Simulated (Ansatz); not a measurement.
## What Hf (model cell, started as body-centred cubic) distorts into

Aim: this structure of Hf (model cell, started as body-centred cubic) is to be tested for unstable modes, and one is followed downhill.

Calculated with Ansatz 0.2.0; DFT PBEsol, scalar-relativistic, plane waves, PAW; PAW set soft_1.

This is not the structure that Hf takes at ambient pressure (hexagonal, No. 194); it is a model or a phase of other conditions.

## (1) The starting structure

It takes space group Im-3m (No. 229, cubic). The conventional cell has a = 3.489 Å, b = 3.489 Å, c = 3.489 Å, α = 90.00°, β = 90.00°, γ = 90.00°. Nearest to Hf lie 8 Hf at 3.02 Å.

Structure file:

```cif
data_structure
_symmetry_space_group_name_H-M 'P 1'
_symmetry_Int_Tables_number 1
_cell_length_a 3.0218
_cell_length_b 3.0218
_cell_length_c 3.0218
_cell_angle_alpha 109.471
_cell_angle_beta 109.471
_cell_angle_gamma 109.471
_cell_volume 21.24
loop_
_atom_site_label
_atom_site_type_symbol
_atom_site_fract_x
_atom_site_fract_y
_atom_site_fract_z
_atom_site_occupancy
Hf1 Hf 0.00000 0.00000 0.00000 1
```

## (2) The dispersion

Stability and thermal properties need the whole zone. Linear response on a 4×4×4 q mesh gives force constants as far as a supercell of that size would.

File input.yaml:

```yaml
crystal:
  lattice:
    - [-1.7446090454, 1.7446090454, 1.7446090454]
    - [1.7446090454, -1.7446090454, 1.7446090454]
    - [1.7446090454, 1.7446090454, -1.7446090454]
  atoms:
    - { symbol: Hf, position: [0.0, 0.0, 0.0] }
kpoints:
  mp_grid: { grid: [16, 16, 16] }
hamiltonian:
  xc: pbesol
  pseudopotentials: { kind: paw, azcp: { folder: soft_1 }, xc_functional: pbe }
scf:
  occupations: { method: methfessel_paxton, width: 0.2 }
output:
  eigenvalues: true
phonons:
  method: dfpt
  qmesh: [4, 4, 4]
  temperatures: { t_max: 1000, t_step: 50 }
  qpath:
    path:
      - [[0.0, 0.0, 0.0], [0.5, -0.5, 0.5], [0.0, 0.0, 0.5], [0.0, 0.0, 0.0], [0.25, 0.25, 0.25], [0.5, -0.5, 0.5]]
      - [[0.25, 0.25, 0.25], [0.0, 0.0, 0.5]]
    npoints: 10
```

The run is started by

```console
$ ansatz run input.yaml --threads 8 --pin off --max-ram 16384MiB --backend cpu --events-out ev --progress --plain --runs-dir out
```

The log of the run:

```text
Engine: ansatz 0.2.0, aarch64-unknown-linux-gnu
Pseudopotentials: kind: paw
Pseudopotential: Hf, paw, valence charge 26, recommended cutoff 420 eV (normal), soft_1/Hf.paw.azcp
Functional definition: PBEsol
  exchange = pbesol_x
  correlation = pbesol_c
Crystal: 1 atoms, lattice volume = 21.240 Å³
Basis set: ecut = 420 eV, 381 PW (Γ), exchange–correlation on 48×48×48 points (8 copies of the dense FFT grid, shifted against one another)
Bands: 17, of which v1, the nominal top of the filled ones, is band 13 counted from 1 (12 counted from 0)
Symmetry: 48 space group operations
k-points: 145 of 4096
Non-local potential: Hf, projectors of the file, l = 0: 3, l = 1: 2, l = 2: 2, l = 3: 3
PAW form: soft (Blöchl's): semilocal exchange-correlation on the pseudo side does not see the compensation charge
PAW frozen core: Hf, regenerated for the run's functional, and the local potential with it (the file was generated under x = pbe(κ = 0.804, μ = 0.219515), c = pbe(β = 0.066725))
PAW one-centre angular grid: Hf, 590 points (default); XC on 64 Gauss nodes
Initial density: superposition of atomic densities (chi_scale 0.1, normalization cell)
Initial wavefunctions: pseudopotential atomic-orbital guess
Functional: x = pbesol(κ = 0.804, μ = 0.123457), c = pbesol(β = 0.046)
SCF iter   1: F=—  HF=-15598.737936 eV  |F-HF|=—  |Δ(HF+E_count)|=         —  Δρ=3.09e-2  dr2=2.58e-1  ethr=3.10e-3  ⟨swp⟩=5.1  Hψ=11043  notcnv=0
preconditioner: auto → Kerker (q_TF=auto, 2.822 Å⁻¹)  [metal: Δε(μ)=0.050 eV  Ē_g=17.905 eV  σ=0.200 eV  W_gap=0.20  n_scr=12 (ndim 8)  ℏωp=39.5 eV  f_vac=0.000  D(μ)=1.53/eV (n_scr^D=18)]
SCF iter   2: F=—  HF=-15598.675414 eV  |F-HF|=—  |Δ(HF+E_count)|=   6.25e-2  S|Δr|=    0.00e0  Δρ=1.83e-2  dr2=9.20e-2  ethr=9.94e-4  ⟨swp⟩=2.9  Hψ=5126  notcnv=0
SCF iter   3: F=—  HF=-15598.651578 eV  |F-HF|=—  |Δ(HF+E_count)|=   2.38e-2  S|Δr|=    0.00e0  Δρ=8.69e-3  dr2=2.03e-2  ethr=3.54e-4  ⟨swp⟩=2.0  Hψ=4056  notcnv=0  defer=10
SCF iter   4: F=—  HF=-15598.636307 eV  |F-HF|=—  |Δ(HF+E_count)|=   1.53e-2  S|Δr|=    0.00e0  Δρ=2.94e-3  dr2=8.48e-4  ethr=7.80e-5  ⟨swp⟩=2.0  Hψ=4367  notcnv=0  defer=10
SCF iter   5: F=—  HF=-15598.636990 eV  |F-HF|=—  |Δ(HF+E_count)|=   6.83e-4  S|Δr|=    0.00e0  Δρ=5.30e-4  dr2=6.50e-5  ethr=3.26e-6  ⟨swp⟩=2.1  Hψ=3433  notcnv=0  defer=10
SCF iter   6: F=—  HF=-15598.637056 eV  |F-HF|=—  |Δ(HF+E_count)|=   6.54e-5  S|Δr|=    0.00e0  Δρ=1.08e-4  dr2=1.24e-6  ethr=2.50e-7  ⟨swp⟩=2.2  Hψ=4379  notcnv=0  defer=10
SCF iter   7: F=—  HF=-15598.637054 eV  |F-HF|=—  |Δ(HF+E_count)|=   1.67e-6  S|Δr|=    0.00e0  Δρ=2.12e-5  dr2=5.79e-8  ethr=4.78e-9  ⟨swp⟩=2.7  Hψ=4519  notcnv=0  defer=10
SCF iter   8: F=—  HF=-15598.637054 eV  |F-HF|=—  |Δ(HF+E_count)|=   5.48e-9  S|Δr|=    0.00e0  Δρ=3.41e-6  dr2=1.64e-9  ethr=2.23e-10  ⟨swp⟩=2.6  Hψ=4338  notcnv=0  defer=10
SCF iter   9: F=—  HF=-15598.637054 eV  |F-HF|=—  |Δ(HF+E_count)|=  3.09e-11  S|Δr|=    0.00e0  Δρ=5.17e-7  dr2=2.99e-11  ethr=6.33e-12  ⟨swp⟩=2.3  Hψ=4311  notcnv=0  defer=10
SCF iter  10: F=-15598.637054 eV  HF=-15598.637054 eV  |F-HF|=1.82e-12  |Δ(HF+E_count)|=  1.46e-11  S|Δr|=    0.00e0  Δρ=4.04e-8  dr2=1.54e-13  ethr=1.00e-12  ⟨swp⟩=7.1  Hψ=13161  notcnv=0
SCF 1 converged in 10 iterations: F = -15598.637054 eV  dr2 = 1.54e-13
  greatest PAW one-centre occupation: 0.998 electrons in one spin orbital (limit 2), on the Hf atom at site 0 (counted from 0), in its partial waves of l = 0
NSCF: frozen V_eff on 145 k-points
NSCF: frozen V_eff on 349 k-points
DFPT response loops at q = (0, 0, 0) (fractional): preconditioner auto → Kerker (q_TF=auto, 2.822 Å⁻¹) (partly filled bands, converged f_vac=0.000); β = 1.00, the filter's whole step (`scf.mixing.beta` (0.50) is not read by the response loops under this deck's `scf.mixing.preconditioner`; to damp them name `kerker` or `kerker_dos`, under which they read `scf.mixing.beta`, and type it under 1.00, their step now; both keys bind the ground state too); Broyden in place of MSR1
NSCF: frozen V_eff on 4352 k-points
DFPT response loops at q = (0, 0, 0.25) (fractional): mixed as the last ones told, above
NSCF: frozen V_eff on 2196 k-points
DFPT response loops at q = (0, 0, -0.5) (fractional): mixed as the last ones told, above
NSCF: frozen V_eff on 8192 k-points
DFPT response loops at q = (0, 0.25, 0.25) (fractional): mixed as the last ones told, above
NSCF: frozen V_eff on 1178 k-points
DFPT response loops at q = (0.25, 0.25, 0.25) (fractional): mixed as the last ones told, above
NSCF: frozen V_eff on 2320 k-points
DFPT response loops at q = (0.25, 0.25, -0.25) (fractional): mixed as the last ones told, above
NSCF: frozen V_eff on 4352 k-points
DFPT response loops at q = (0.25, -0.5, -0.5) (fractional): mixed as the last ones told, above
NSCF: frozen V_eff on 698 k-points
DFPT response loops at q = (-0.5, -0.5, -0.5) (fractional): mixed as the last ones told, above
SCF converged after 10 iterations
Stability not checked: this state was not tested for a lower state beside it, because cold or Methfessel-Paxton smearing, or corrected tetrahedra, fill the levels in a way that the test cannot read (fill_not_monotonic; see scf.lower_state_search)
Free energy (F): -15598.637054 eV
Harris-Foulkes:  -15598.637054 eV  (|F-HF|=1.82e-12)
Internal energy: -15598.640534 eV  (E = F + TS)
E sigma→0 (E₀):  -15598.637924 eV
Entropy (-TS):   0.003481 eV (3.481 meV/atom)
Fermi energy:    18.708087 eV
--- Per-component energies (eV) ---
  E_band       = 18.212296
  E_kinetic    = 411.596610
  E_local      = -6176.090841  (includes V_loc(G=0)·N_el)
  E_nonlocal   = 64.132791
  E_hartree    = 3017.138585
  E_xc         = -265.179449
  E_vxc        = -255.357736  (∫ρ·V_xc dr)
  E_paw        = -7575.154084  (= ΣΔE_a)
  E_vpaw       = -60.345784  (= ΣTr[D̂ρ^β])
  E_aug_tail   = 0.000098  (compensation charges beyond the density's cutoff)
  E_ewald      = -5076.335300
  E_core_change = 1.251056  (= ΣΔE_core)
  E_smearing   = 0.003481  (= −TS)
  E_closure    = -0.000000  (closes the sum)
  Σ components = -15598.637054   (vs F -15598.637054, Δ=0.00e0)
--- Band table (eV; the first three rows and the last of 145) ---
  k-point 0: bands = [... 9 lower, 7.4579, 7.4941, 11.5045, 20.2434, 20.2434, 20.2434, 23.1905, 23.1905]
  k-point 1: bands = [... 9 lower, 7.4571, 7.4909, 11.6588, 20.1346, 20.2043, 20.3976, 23.0098, 23.1890]
  k-point 2: bands = [... 9 lower, 7.4549, 7.4832, 12.1040, 19.8424, 20.0346, 20.8540, 22.6809, 23.1973]
  k-point 144: bands = [... 9 lower, 7.4685, 7.4685, 15.9036, 15.9036, 25.8740, 25.8740, 25.8740, 26.3590]
--- Phonons (Γ-DFPT): 1 representative perturbation + reference (Σ response iterations 3) ---
  ASR residual: 7.752e-6 → 0.000e0 eV/Å²; symmetrization residual: 1.091e-11 eV/Å²
  ASR residual per site (eV/Å²): 7.75e-6
  Γ frequencies (cm⁻¹): 0.00 0.00 0.00
--- Phonons (arbitrary-q DFPT): 8 irreducible q on the 4×4×4 mesh ---
  q = [0.0000, 0.0000, 0.0000] (star 1, of the zone-centre solve; hermiticity 4.38e-8, symmetrization 1.41e-6): -0.00 -0.00 0.00
  q = [0.0000, 0.0000, 0.2500] (star 12, 2 solved perturbations in 3336 linear systems a pass and spin channel, the states on 2176 of 4096 k-point pairs; hermiticity 1.90e-12, symmetrization 5.75e-12): -45.89 56.50 93.53
  q = [0.0000, 0.0000, -0.5000] (star 6, 2 solved perturbations in 1719 linear systems a pass and spin channel, the states on 1098 of 4096 k-point pairs; hermiticity 1.66e-12, symmetrization 2.06e-12): -87.56 88.61 96.36
  q = [0.0000, 0.2500, 0.2500] (star 24, 2 solved perturbations in 6272 linear systems a pass and spin channel, the states on 4096 of 4096 k-point pairs; hermiticity 8.23e-7, symmetrization 1.96e-12): -54.14 54.82 110.77
  q = [0.2500, 0.2500, 0.2500] (star 2, 1 solved perturbation on 589 of 4096 k-point pairs; hermiticity 5.13e-12, symmetrization 1.16e-11): -36.33 -36.33 -36.33
  q = [0.2500, 0.2500, -0.2500] (star 6, 2 solved perturbations in 1808 linear systems a pass and spin channel, the states on 1160 of 4096 k-point pairs; hermiticity 1.17e-12, symmetrization 1.99e-12): 73.59 91.97 91.97
  q = [0.2500, -0.5000, -0.5000] (star 12, 2 solved perturbations in 3336 linear systems a pass and spin channel, the states on 2176 of 4096 k-point pairs; hermiticity 2.47e-13, symmetrization 1.14e-12): 96.58 117.47 119.17
  q = [-0.5000, -0.5000, -0.5000] (star 1, 1 solved perturbation on 349 of 4096 k-point pairs; hermiticity 1.96e-13, symmetrization 1.40e-12): 138.32 138.32 138.32
  sum rule: each row above includes the acoustic sum rule's correction from the zone centre's row sums; it moved no ω² by more than (0.11 cm⁻¹)²
  mesh force constants: q→R imaginary residual 0.00e0; ASR residual 7.752e-6 → 0.000e0 eV/Å²; symmetrization residual 1.776e-15 eV/Å²
  interpolated dispersion: 62 rows × 3 modes
  density of states and harmonic sums: on the 28×28×28 q-mesh, interpolated from the force constants of a 4×4×4 supercell (no non-analytic term)
  largest difference from the sums on the solved wave vectors: F 3.79e-2 eV, S 4.75e-5 and C_V 9.84e-6 eV/K
  zero-point energy: 0.012496 eV/cell   skipped modes (ω ≤ 0): 421, of them read as no rigid motion or as one in doubt: 418 (6.849e-1 modes/cell left out, lowest -87.87 cm⁻¹)   left out of the sums: 2.28e-1 of the cell's modes: C_V's classical limit lies that fraction below 3 k_B per atom; for a crystal, a wire or a layer, F and S can be off by more, and a phonons.interpolated_qmesh denser along its periods is the remedy for the sampling
```

Elapsed: 1.8 min, on 8 threads of Arm Neoverse V1, shared host; peak memory 3.9 GiB; 13 min of CPU time.

The column dr2 measures how far the density is from self-consistency, as an energy; F and HF (Harris–Foulkes) agree once it is small.

Numbers from this step:

* volume per atom: 21.24 Å³
* gap on the k-mesh: 0 eV
* sum-rule residual before enforcement: 7.75e-6 eV/Å²
* lowest frequency on the path: -87.86 cm⁻¹
* highest frequency on path, mesh or solved points: 138.3 cm⁻¹
* lowest mode on the q mesh (acoustic modes at Γ apart): -87.56 cm⁻¹

Frequencies (cm⁻¹) solved at each irreducible wavevector; negative means imaginary. Frequencies by wavevector, by row:

```tsv
q in reciprocal lattice units	star	mode 1	mode 2	mode 3
0 0 0	1	0	0	0
0 0 0.25	12	-45.9	56.5	93.5
0 0 -0.5	6	-87.6	88.6	96.4
0 0.25 0.25	24	-54.1	54.8	110.8
0.25 0.25 0.25	2	-36.3	-36.3	-36.3
0.25 0.25 -0.25	6	73.6	92	92
0.25 -0.5 -0.5	12	96.6	117.5	119.2
-0.5 -0.5 -0.5	1	138.3	138.3	138.3
```

Interpolated from a 4×4×4 q mesh. Phonon branches along the path, in cm⁻¹:

```tsv
point	branch 1	branch 2	branch 3
Γ	0	0	0
halfway	74	92	92
H	138	138	138
halfway	97	118	119
N	-88	89	96
halfway	-46	56	94
Γ	0	0	0
halfway	-44	-44	118
P	-36	-36	-36
halfway	79	107	107
H	138	138	138
jump to P	-36	-36	-36
halfway	-86	65	86
N	-88	89	96
```

The phonon branches as a text plot (rows in cm⁻¹):

```
    134 |         ******                                ***
    124 |        **    **                   *          *
    115 |        *      ***                * *        *
    105 |       *         **              *          **
     96 |     **         * *******            *     *         ***
     86 |       *           ****  *      *                     **
     77 |    ***                *                  * *       **
     68 |    *            *        *                        *
     58 |   *                    *      *      *  *
     49 |  *                      * *                        *
     39 |                          *                *
     30 | **                           *         *         **
     20 | *                         **
     11 |                            *
      2 |*                            ***
     -8 |                            *
    -17 |                           *    *
    -27 |                          *      *
    -36 |                         *             *          *
    -45 |                        *         *       *
    -55 |                                   *  *           *
    -64 |                  *                 **  **
    -74 |                       *                           *
    -83 |                   ****                             ****
         Γ           H       N        Γ         P        H|P    N
```

Symmetry leaves 8 wavevectors to solve. The lowest mode among them, the acoustic zeros apart, lies at q = (0, 0, -0.5) and is imaginary, 87.6i cm⁻¹, so the energy falls along it.

## (3) The mode frozen in, largest atomic shift 0 Å

The mode followed lies at q = (0, 0.25, 0.25) with frequency 54.1i cm⁻¹, one of the unstable modes though not the softest. At small amplitude the pattern taken leaves space group no. 11 by a symmetry search on the positions. The undistorted cell that holds it gives the zero of energy on the same k mesh.

System of this step: Hf (model cell, started as body-centred cubic). It takes space group Im-3m (No. 229, cubic). The conventional cell has a = 3.489 Å, b = 3.489 Å, c = 3.489 Å, α = 90.00°, β = 90.00°, γ = 90.00°. Nearest to Hf lie 8 Hf at 3.02 Å.

input.yaml, the sections that differ from step 2:

```yaml
crystal:
  lattice:
    - [-1.7446090454, 1.7446090454, 1.7446090454]
    - [0.0, -3.4892180908, 3.4892180908]
    - [5.2338271362, 1.7446090454, 1.7446090454]
  atoms:
    - { symbol: Hf, position: [0.0, 0.0, 0.0] }
    - { symbol: Hf, position: [0.75, 0.5, 0.25] }
    - { symbol: Hf, position: [0.5, 0.0, 0.5] }
    - { symbol: Hf, position: [0.25, 0.5, 0.75] }
kpoints:
  mp_grid: { grid: [14, 8, 8] }
output:
  forces: true
  stress: true
  eigenvalues: true
# hamiltonian, scf: as in step 2
# phonons: removed
```

The log of the run:

```text
[...]
Crystal: 4 atoms, lattice volume = 84.960 Å³
Basis set: ecut = 420 eV, 1637 PW (Γ), exchange–correlation on 48×72×80 points (8 copies of the dense FFT grid, shifted against one another)
Bands: 63, of which v1, the nominal top of the filled ones, is band 52 counted from 1 (51 counted from 0)
Symmetry: 16 space group operations
[...]
k-points: 290 of 896
[...]
k-point 0: bands = [... 48 lower, 17.9700, 17.9700, 18.0989, 18.6967, 18.6967, 20.0085, 20.2432, 20.2433, ... 7 higher]
  k-point 1: bands = [... 48 lower, 17.9284, 18.1150, 18.1555, 18.6151, 18.7306, 19.8624, 20.1764, 20.1968, ... 7 higher]
  k-point 2: bands = [... 48 lower, 18.0313, 18.1416, 18.3752, 18.4714, 18.8373, 19.4982, 19.9785, 20.0421, ... 7 higher]
  k-point 289: bands = [... 48 lower, 17.4667, 17.4667, 18.0980, 18.0980, 20.0093, 20.0093, 20.4460, 20.4460, ... 7 higher]
[key lines of the parts left out:]
SCF converged after 8 iterations
Free energy (F): -62394.545090 eV
Fermi energy:    18.697145 eV
P = ⅓ Tr σ = 0.0516 GPa (0.516 kbar)
```

Run time: 13 s. Hardware: 8 threads; peak memory 1.3 GiB.

Read from the output:

```yaml
pressure: 0.05158 GPa
energy_from_the_undistorted_cell: 0 meV/atom
```

The run ends at a pressure of 0.05 GPa.

## (4) The mode frozen in, largest atomic shift 0.22 Å

The atoms are moved along the unstable eigenvector, the largest shift by 0.22 Å, with the cell fixed.

input.yaml, the sections that differ from step 3:

```yaml
crystal:
  lattice:
    - [-1.7446090454, 1.7446090454, 1.7446090454]
    - [0.0, -3.4892180908, 3.4892180908]
    - [5.2338271362, 1.7446090454, 1.7446090454]
  atoms:
    - { symbol: Hf, position: [0.0645982327, 0.0, -0.0126218212] }
    - { symbol: Hf, position: [0.6854017673, 0.5, 0.2626218212] }
    - { symbol: Hf, position: [0.4354017673, 0.0, 0.5126218212] }
    - { symbol: Hf, position: [0.3145982327, 0.5, 0.7373781788] }
# kpoints, hamiltonian, scf, output: as in step 3
```

The log of the run:

```text
[...]
Crystal: 4 atoms, lattice volume = 84.960 Å³
Basis set: ecut = 420 eV, 1637 PW (Γ), exchange–correlation on 48×72×80 points (8 copies of the dense FFT grid, shifted against one another)
Bands: 63, of which v1, the nominal top of the filled ones, is band 52 counted from 1 (51 counted from 0)
Symmetry: 4 space group operations
[...]
k-points: 290 of 896
[...]
k-point 0: bands = [... 48 lower, 17.9464, 17.9560, 18.3444, 18.5064, 18.8877, 19.9593, 20.0198, 20.5249, ... 7 higher]
  k-point 1: bands = [... 48 lower, 17.9185, 18.1267, 18.3391, 18.5770, 18.8027, 19.8735, 19.8865, 20.4475, ... 7 higher]
  k-point 2: bands = [... 48 lower, 18.0276, 18.3611, 18.4186, 18.4333, 18.8193, 19.5119, 19.7176, 20.2192, ... 7 higher]
  k-point 289: bands = [... 48 lower, 17.3207, 17.3207, 18.2306, 18.2306, 19.4568, 19.4568, 20.5471, 20.5471, ... 7 higher]
[key lines of the parts left out:]
SCF converged after 10 iterations
Free energy (F): -62394.647989 eV
Fermi energy:    18.751122 eV
P = ⅓ Tr σ = 1.2562 GPa (12.562 kbar)
```

The job ended after 15 s (8 threads; peak memory 1.3 GiB).

Numbers from this step:

```yaml
pressure: 1.256 GPa
energy_from_the_undistorted_cell: -25.65 meV/atom
```

The energy, extrapolated to zero smearing, is -25.65 meV/atom against the undistorted cell.

The run ends at a pressure of 1.26 GPa, with forces up to 0.47 eV/Å.

## (5) Energy along the mode, all amplitudes (two of the runs are shown above)

An imaginary frequency means negative curvature, so the energy should fall and then rise again as anharmonic terms take over.

This step gave:

| Property | Result |
| --- | --- |
| depth at the lowest point sampled | 25.65 meV/atom |
| largest atomic shift at that point | 0.22 Å |

Table of energy from the parent by largest atomic shift:

```tsv
largest atomic shift (Å)	energy from the parent (meV/atom)
0.000	0
0.040	-1.57
0.080	-5.82
0.140	-15.5
0.220	-25.6
0.320	-5.52
0.450	95.5
```

Displacement at unit largest shift by atom:

```tsv
atom	x (Å)	y (Å)	z (Å)	size
Hf1	-0.81	0.41	0.41	1.00
Hf2	0.81	-0.41	-0.41	1.00
Hf3	0.81	-0.41	-0.41	1.00
Hf4	-0.81	0.41	0.41	1.00
```

The lowest step is at 0.22 Å, 25.6 meV/atom below the parent, and the energy rises beyond it.

[end of part 1 of 2]

[Long decimals in the printed logs are rounded to 6 places.]

[Logs are printed without paths, hosts, clocks, repeated set-up lines and the standing remarks that a program may print on its own settings, such as how far it seeks lower states.]

[Hosts, paths, dates, database ids (printed as entryN), source tags and the programs' standing remarks are cut or masked in the printed files.]

[Where the starting crystal was built by hand or by swapping elements, it need not be the compound's stable phase.]
